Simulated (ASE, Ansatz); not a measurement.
**KH6C3NO5 (P2_1/c) (64 atoms), the geometry as built**

KH6C3NO5, space group P2_1/c, structure from the Crystallography Open Database, 1 x 1 x 1 conventional cells; every coordinate displaced by a Gaussian of 0.01 Å; bonds to H set to neutron lengths (C-H 1.089, N-H 1.015, O-H 0.983, B-H 1.19 Å) where the listed ones are shorter.

Calculated values (Ansatz 0.2.0, Kohn-Sham DFT, LDA, PAW (set soft_2), plane waves; cutoff 420 eV, k-mesh 2×1×2, fixed occupations) for the geometry as built.

Cell vectors (Å):

```
7.457 0.000 0.000
0.000 13.002 0.000
-1.811 0.000 6.571
```

Positions (Å):

```
1 K 3.567 8.313 0.626
2 K 2.969 1.829 2.651
3 K 2.064 4.660 5.932
4 K 2.668 11.172 3.943
5 H 5.550 9.530 6.256
6 H -0.806 3.030 3.623
7 H 0.107 3.479 0.314
8 H 6.444 9.979 2.956
9 H 5.861 11.076 5.461
10 H -1.106 4.574 4.382
11 H -0.195 1.920 1.080
12 H 6.774 8.417 2.200
13 H 3.904 11.657 0.796
14 H 2.656 5.152 2.507
15 H 1.744 1.359 5.794
16 H 2.979 7.847 4.058
17 H 0.001 12.503 6.221
18 H 4.723 6.014 3.619
19 H 5.654 0.515 0.344
20 H 0.911 7.011 2.944
21 H 6.308 6.338 0.923
22 H 0.237 12.822 2.354
23 H -0.646 6.675 5.634
24 H 5.398 0.188 4.211
25 H 4.385 6.968 6.040
26 H 0.316 0.461 3.793
27 H 1.250 6.027 0.516
28 H 5.296 12.535 2.766
29 C 6.223 11.159 0.506
30 C 0.307 4.639 2.767
31 C -0.596 1.850 6.064
32 C 5.334 8.336 3.794
33 C -1.729 10.572 6.430
34 C 6.502 4.081 3.429
35 C 7.410 2.424 0.132
36 C 6.585 8.906 3.146
37 C 1.264 10.782 0.719
38 C 5.261 4.261 2.576
39 C 4.347 2.236 5.865
40 C 0.368 8.754 3.994
41 N 2.062 11.820 0.407
42 N 4.509 5.326 2.899
43 N 3.601 1.176 6.188
44 N 1.116 7.665 3.693
45 O 5.146 10.732 0.090
46 O 1.393 4.219 3.197
47 O 0.494 2.281 6.466
48 O 4.242 8.782 3.372
49 O 6.383 12.082 1.378
50 O 0.171 5.591 1.925
51 O -0.740 0.910 5.218
52 O 5.492 7.416 4.650
53 O 1.570 10.000 1.621
54 O 4.993 3.497 1.653
55 O 4.066 3.021 4.946
56 O 0.676 9.535 4.913
57 O 3.159 12.168 1.202
58 O 3.420 5.655 2.086
59 O 2.486 0.871 5.384
60 O 2.224 7.367 4.495
61 O 5.689 6.678 0.266
62 O 0.870 0.162 3.008
63 O -0.028 6.334 6.322
64 O 4.768 12.842 3.530
```

Q: Give the force and the charge of every atom.

Columns: atom, q, fx, fy, fz (forces in eV/Å, q the intrinsic-atomic-orbital charge in e).

```
1 0.81 -0.067 0.000 -0.045
2 0.81 0.055 -0.044 0.070
3 0.81 0.060 0.057 0.075
4 0.81 -0.065 0.039 -0.120
5 0.22 0.069 -1.011 -0.168
6 0.22 -0.007 -0.754 0.137
7 0.22 -0.041 0.652 0.176
8 0.21 -0.026 0.110 -0.102
9 0.21 -0.107 0.056 -0.191
10 0.21 0.132 0.388 0.672
11 0.21 0.113 -0.273 0.763
12 0.22 -0.170 -0.355 -0.746
13 0.37 0.896 -0.527 -0.309
14 0.37 -0.515 -0.219 0.043
15 0.37 -1.273 0.834 0.634
16 0.37 0.765 0.513 -0.291
17 0.30 0.132 -0.144 0.354
18 0.30 0.341 0.383 0.535
19 0.31 0.180 -0.795 0.708
20 0.30 -0.244 -0.639 -0.595
21 0.38 0.868 -0.559 0.674
22 0.37 -0.545 -0.492 -0.574
23 0.37 -0.253 0.229 -0.053
24 0.37 0.122 0.156 -0.042
25 0.37 0.263 -0.002 -0.064
26 0.36 0.305 -0.150 -0.332
27 0.37 -0.374 -0.084 0.350
28 0.37 0.430 -0.150 -0.470
29 0.52 2.172 0.529 0.249
30 0.52 -1.070 0.974 0.093
31 0.52 -1.048 -0.501 -0.186
32 0.52 0.565 0.051 -0.379
33 -0.45 -1.272 1.643 0.658
34 -0.46 -0.302 0.575 -1.377
35 -0.45 -0.330 -0.688 -1.187
36 -0.45 0.468 0.277 1.145
37 0.40 1.319 0.062 -0.006
38 0.40 0.435 0.495 0.664
39 0.40 0.405 0.320 -0.066
40 0.40 0.466 -0.360 0.285
41 -0.13 -0.123 0.604 -0.073
42 -0.13 -0.649 -0.513 -1.285
43 -0.13 -0.983 0.827 -1.642
44 -0.14 0.474 1.149 1.498
45 -0.52 -0.972 -0.116 -0.131
46 -0.53 0.845 -0.093 -0.114
47 -0.53 0.738 0.126 0.107
48 -0.54 -0.271 -0.417 0.360
49 -0.56 -0.444 -0.361 -0.437
50 -0.56 0.266 -0.457 0.187
51 -0.56 0.218 0.007 -0.025
52 -0.55 -0.515 -0.064 0.048
53 -0.56 -0.068 -0.309 0.532
54 -0.55 -0.304 -0.226 -0.324
55 -0.56 -0.113 -0.339 0.267
56 -0.55 -0.206 -0.460 -0.624
57 -0.49 -1.685 -0.075 -0.316
58 -0.50 0.892 -0.212 0.590
59 -0.50 2.206 -0.595 0.221
60 -0.50 -1.381 -0.172 -0.460
61 -0.84 -1.000 0.474 -0.689
62 -0.83 0.154 0.596 1.048
63 -0.84 0.491 -0.064 -0.227
64 -0.84 -0.422 0.093 0.506
```

The geometry starts from published positions, was displaced at random and isn't relaxed at this level: its force components are 0.60 eV/Å r.m.s. The functional has no dispersion term, which matters for the binding between molecules or layers, where LDA binds through overlap of densities alone.

The r.m.s. force component is 0.605 eV/Å; the longest force, 2.30 eV/Å, acts on O59.

[Logs are printed without paths, hosts, clocks, repeated set-up lines and the standing remarks that a program may print on its own settings, such as how far it seeks lower states.]

[Hosts, paths, dates, database ids (printed as entryN), source tags and the programs' standing remarks are cut or masked in the printed files.]
